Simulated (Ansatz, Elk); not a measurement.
## Bonding as seen by X-rays: AsSF

The structure of AsSF used here is made up (a known structure type with other elements) and was relaxed beforehand with r2SCAN. The aim is the Fourier transform of its all-electron density, F(hkl), set beside the sum over free spherical atoms that refinements use.

Main program and level: Elk 11.2.3 (patched build); DFT, PBE, all-electron APW+lo, Dirac cores, scalar-relativistic bands, static density, no spin.

This account leaves out most program logs.

The structure was built from a prototype and need not be the compound's stable phase.

### Step 1. Starting point

It takes space group P3m1 (No. 156, trigonal). Conventional cell: a = 3.504 Å, b = 3.504 Å, c = 5.188 Å, α = 90.00°, β = 90.00°, γ = 120.00°. Nearest to As lie 3 F at 2.30 Å and 3 S at 2.45 Å. Nearest to S lie 3 As at 2.45 Å. F has 3 As at 2.30 Å nearest. Farther neighbours and most contacts between anions are not listed.

### Step 2. Ground state and structure factors

An all-electron density is needed, since X-rays see the cores too. Task 0 finds the density and task 195 Fourier-transforms it; tshift is off so that phases refer to the origin typed.

File elk.in:

```
tasks
  0
  195

xctype
  20

spinpol
  .false.

rgkmax
  7.0

gmaxvr
  14.0

lmaxo
  7

lmaxapw
  8

swidth
  0.002

tshift
  .false.

ramdisk
  .false.

hmaxvr
  5.5

maxscl
  120

epspot
  1e-06

sppath
  './'

avec
  6.62170635453 0.00000000000 -0.00000000000
  -3.31085317726 5.73456591942 0.00000000000
  -0.00000000000 0.00000000000 9.80319418829

atoms
  3
  'As.in'
  1
  -0.0000000000 0.0000000000 -0.0225462888   0.000000 0.000000 0.000000
  'S.in'
  1
  0.3333333333 0.6666666667 0.2431611548   0.000000 0.000000 0.000000
  'F.in'
  1
  0.6666666667 0.3333333333 0.7669851341   0.000000 0.000000 0.000000

ngridk
  7 7 5
```

The run is started by

```
$ OMP_NUM_THREADS=4 elk
```

Elapsed: 12 s, on 4 threads of Intel Xeon 6975P-C (Granite Rapids), shared host; peak memory 0.16 GiB.

SFACRHO.OUT:

```text

h k l indices transformed by vhmat matrix:
   1.000000000       0.000000000       0.000000000    
   0.000000000       1.000000000       0.000000000    
   0.000000000       0.000000000       1.000000000    

      h      k      l  multipl.   |H|            Re(F)            Im(F)           |F|

      0      0      0      1   0.0000000       58.000001      0.14732121E-15   58.000001    
      0      0      1      1  0.64093245       31.702532       1.6004263       31.742903    
      0      0     -1      1  0.64093245       31.702532      -1.6004263       31.742903    
      1     -1      0      3   1.0956689       17.764257      -4.1431680       18.241016    
      0     -1      0      3   1.0956689       17.764257       4.1431680       18.241016    
      1     -1     -1      3   1.2693639       9.7128548       6.1764877       11.510367    
     -1      0      1      3   1.2693639       41.673908      -5.8155491       42.077728    
     -1      1      1      3   1.2693639       9.7128548      -6.1764877       11.510367    
      1      0     -1      3   1.2693639       41.673908       5.8155491       42.077728    
      0      0     -2      1   1.2818649       7.3202628       7.8040088       10.699944    
      0      0      2      1   1.2818649       7.3202628      -7.8040088       10.699944    
      1      0      2      3   1.6863179       29.191598      -10.159451       30.908960    
      0      1     -2      3   1.6863179       29.191598       10.159451       30.908960    
      1     -1      2      3   1.6863179       32.876420      -3.1145667       33.023620    
      1      0     -2      3   1.6863179       32.876420       3.1145667       33.023620    
      1     -2      0      6   1.8977541       37.751442     -0.25740027E-08   37.751442    
      0      0     -3      1   1.9227974       18.085234       13.605499       22.631511    
      0      0      3      1   1.9227974       18.085234      -13.605499       22.631511
```

Elk indexes on the primitive cell of elk.in and gives |H| = 4π sin θ/λ in inverse bohr. Below, one row stands for each form hkl of the conventional cell (m members, Friedel mates merged), F is for one primitive cell and the density is static (no thermal factor). Free-atom factors are Waasmaier and Kirfel's, and R is Σm||F|−|F'||/Σm|F|.

```csv
hkl,m,sin θ/λ (Å⁻¹),"abs F, DFT",neutral atoms,diff.,abs of complex diff.
001,2,0.096,31.743,31.875,-0.132,0.138
100,6,0.165,18.241,18.422,-0.180,0.182
101,6,0.191,11.510,11.753,-0.242,0.261
011,6,0.191,42.078,41.853,+0.224,0.225
002,2,0.193,10.700,10.892,-0.192,0.208
102,6,0.254,30.909,30.972,-0.063,0.065
012,6,0.254,33.024,32.971,+0.052,0.129
110,6,0.285,37.751,37.758,-0.007,0.007
003,2,0.289,22.631,22.783,-0.152,0.152
111,12,0.301,23.330,23.409,-0.079,0.123
200,6,0.330,15.447,15.577,-0.130,0.163
103,6,0.333,32.735,32.857,-0.122,0.129
013,6,0.333,12.255,12.234,+0.020,0.089
021,6,0.343,11.024,10.904,+0.120,0.174
```

### Step 3. The highest occupied states alone

An energy window below the Fermi level keeps the highest occupied states, to see at which angles they scatter; shallow core shells can lie inside it and anion s states outside. No new self-consistency is needed.

Changes to elk.in since step 2:

```diff
@@ -1,3 +1,2 @@
 tasks
-  0
   195
@@ -40,2 +39,5 @@
 
+wsfac
+  -0.310050 0.430940
+
 sppath
```

The run is started by

```
$ OMP_NUM_THREADS=4 elk
```

Elapsed: 2.6 s, on 4 threads; peak memory 0.16 GiB; 3.6 s of CPU time.

States within 12 eV below the Fermi level hold 14.00 electrons; any levels below the window count with the cores. Their amplitudes can exceed the total, where window and core parts have opposite phase:

```csv
hkl,sin θ/λ (Å⁻¹),"abs F, window","abs F, all"
001,0.096,3.480,31.743
100,0.165,2.435,18.241
101,0.191,3.774,11.510
011,0.191,5.233,42.078
002,0.193,4.349,10.700
102,0.254,2.491,30.909
012,0.254,2.816,33.024
110,0.285,2.693,37.751
003,0.289,2.088,22.631
111,0.301,2.132,23.330
```

### Step 4. Another functional

The difference from free atoms is small, so it is set against the change that PBEsol makes.

Changes to elk.in since step 3:

```diff
@@ -1,2 +1,3 @@
 tasks
+  0
   195
@@ -4,3 +5,3 @@
 xctype
-  20
+  22
 
@@ -39,5 +40,2 @@
 
-wsfac
-  -0.310050 0.430940
-
 sppath
```

The run is started by

```
$ OMP_NUM_THREADS=4 elk
```

Run time: 12 s. Hardware: 4 threads; peak memory 0.16 GiB; 38 s of CPU time.

Against the first run R = 0.04 %; the largest change is -0.032 at 011.

### Step 5. Basis size

The basis and the expansions that go with it are enlarged, to see whether the differences are converged.

Changes to elk.in since step 4:

```diff
@@ -5,3 +5,3 @@
 xctype
-  22
+  20
 
@@ -11,12 +11,12 @@
 rgkmax
-  7.0
+  8.5
 
 gmaxvr
-  14.0
+  18.0
 
 lmaxo
-  7
+  9
 
 lmaxapw
-  8
+  10
```

The run is started by

```
$ OMP_NUM_THREADS=4 elk
```

Elapsed: 34 s, on 4 threads; peak memory 0.23 GiB; 1.7 min of CPU time.

Against the first run R = 0.01 %; the largest change is -0.003 at 213.

### Step 6. A coarser k-mesh

About half the k-points along each axis test the sampling.

Changes to elk.in since step 5:

```diff
@@ -11,12 +11,12 @@
 rgkmax
-  8.5
+  7.0
 
 gmaxvr
-  18.0
+  14.0
 
 lmaxo
-  9
+  7
 
 lmaxapw
-  10
+  8
 
@@ -61,2 +61,2 @@
 ngridk
-  7 7 5
+  4 4 2
```

The run is started by

```
$ OMP_NUM_THREADS=4 elk
```

Wall time 5.9 s (4 threads); peak memory 0.16 GiB; 12 s of CPU time.

Against the first run R = 0.01 %; the largest change is +0.007 at 004.

### Step 7. Settings against the effect

```csv
run,R against the first run (%),"R against neutral atoms, low angle (%)",wall time
"PBE, rgkmax 7",0.00,0.47,12 s
PBEsol,0.04,0.44,12 s
rgkmax 8.5 with larger expansions,0.01,0.48,34 s
k-mesh 4×4×2,0.01,0.48,5.9 s
```

### Step 8. What came out

- R against neutral atoms, sin θ/λ < 0.3 Å⁻¹: 0.47 %
- R against neutral atoms, 0.3 to 0.82 Å⁻¹: 0.21 %

What this shows: Independent neutral atoms miss the calculated amplitudes by R = 0.47 % below 0.3 Å⁻¹ and 0.21 % from there to 0.82 Å⁻¹; by shells, 0.41 % below 0.15 Å⁻¹ (1 form), 0.48 % 0.15 to 0.3 (8 forms), 0.30 % 0.3 to 0.45 (18 forms), 0.19 % above 0.45 (96 forms). Bonding, aspherical density and the tables' own atoms all enter these figures, and the runs don't part them. The largest change of an amplitude is -0.24 electrons, at 101. R counts amplitudes alone; phases shift too. The window's part falls from 14.0 electrons at the origin to at most 0.97 between 0.45 and 0.82 Å⁻¹, where compact states inside the window still scatter. Below 0.3 Å⁻¹ the changes that finished (PBEsol, rgkmax 8.5 with larger expansions and k-mesh 4×4×2) move F by R = 0.06 % at most, against the 0.47 % that separates it from free atoms. Part of the difference isn't bonding: the tables are fits to free atoms and ions calculated by other methods than this functional. Thermal motion, anomalous dispersion and extinction are left out.

[Logs are printed without paths, hosts, clocks, repeated set-up lines and the standing remarks that a program may print on its own settings, such as how far it seeks lower states.]

[Hosts, paths, dates, database ids (printed as entryN), source tags and the programs' standing remarks are cut or masked in the printed files.]
